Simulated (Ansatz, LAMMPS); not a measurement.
# Gap against volume in amorphous poly(p-phenylene) (as short chains C38H30), from a frame at 300 K, (204 atoms)

Density of this cell: 1.12 g/cm³. The cell holds 204 atoms: 114 C and 90 H. Cell: a = 12.783 Å, b = 13.108 Å, c = 13.031 Å, α = 89.8°, β = 96.3°, γ = 83.8°. The starting structure: 3 poly(p-phenylene) chains of 6 units with methyl end groups placed at random, at 1.14 g/cm³; overlaps pushed apart, then 20 ps at 800 K with MMFF94 bonds, angles, torsions, charges and radii (Halgren, J. Comput. Chem. 17, 490 (1996)) in harmonic and 12-6 forms. Snapshot after 30 ps at 300 K and fixed volume.

Calculated with Ansatz 0.2.0: Kohn-Sham DFT, PBE+D4, PAW (set soft_2), plane waves; cutoff 420 eV, Γ point, fermi-dirac smearing of 0.05 eV. The relaxed cell was scaled evenly and the atoms were relaxed at each volume. The gap is that between the highest filled and the lowest empty Kohn-Sham level on the run's k-points.

| volume (Å³/atom) | gap (eV) |
| --- | --- |
| 9.5190 | 2.454 |
| 9.9421 | 2.481 |
| 10.259 | 2.514 |
| 10.577 | 2.529 |
| 10.894 | ? |
| 11.211 | 2.549 |

**Question.** Fit a straight line in ln V to the rows given and interpolate to the withheld row.

Worked fit:

A volume deformation potential makes the spacing linear in u = ln(V/V0), with V0 = 10.577 Å³ the relaxed volume; v is the spacing.

```
u = ln(V/V0)  v (eV)
   -0.105361  2.4542
  -0.0618750   2.481
  -0.0304592  2.5136
           0  2.5286
   0.0582699  2.5485
```

With n = 5: mean u = -0.0278851, mean v = 2.50518, Σ(u − ū)² = 0.015365, Σ(u − ū)(v − v̄) = 0.0091352. Slope b = 0.0091352 / 0.015365 = 0.59456; intercept a = v̄ − b ū = 2.5218.

At the withheld volume u = 0.02956, and v = a + b u.

Prediction at 10.894: 2.539 eV. The run gave 2.541 eV, so the fit is low by 0.0013 eV (0.050 % of the value).

The slope, +0.59 eV, says that the spacing widens on expansion. Among the rows given, the largest miss of the fit is at 10.259, by 0.0100 eV (11 % of the range of the table).

Limits: The table spans 16 % in volume, wide for a linear law. Semilocal functionals tend to put gaps under measured ones. Only the Γ point is sampled. Atoms move by up to 0.9 Å in these relaxations, so the structure changes along the series. Defect or tail levels can set the spacing of a disordered cell.

[Logs are printed without paths, hosts, clocks, repeated set-up lines and the standing remarks that a program may print on its own settings, such as how far it seeks lower states.]

[Hosts, paths, dates, database ids (printed as entryN), source tags and the programs' standing remarks are cut or masked in the printed files.]

[The MMFF94 radii named for the starting cell were scaled by 0.96; in molecules described by MMFF94, hydrogen bound to N, O or S took a small fixed 12-6 site in their place.]
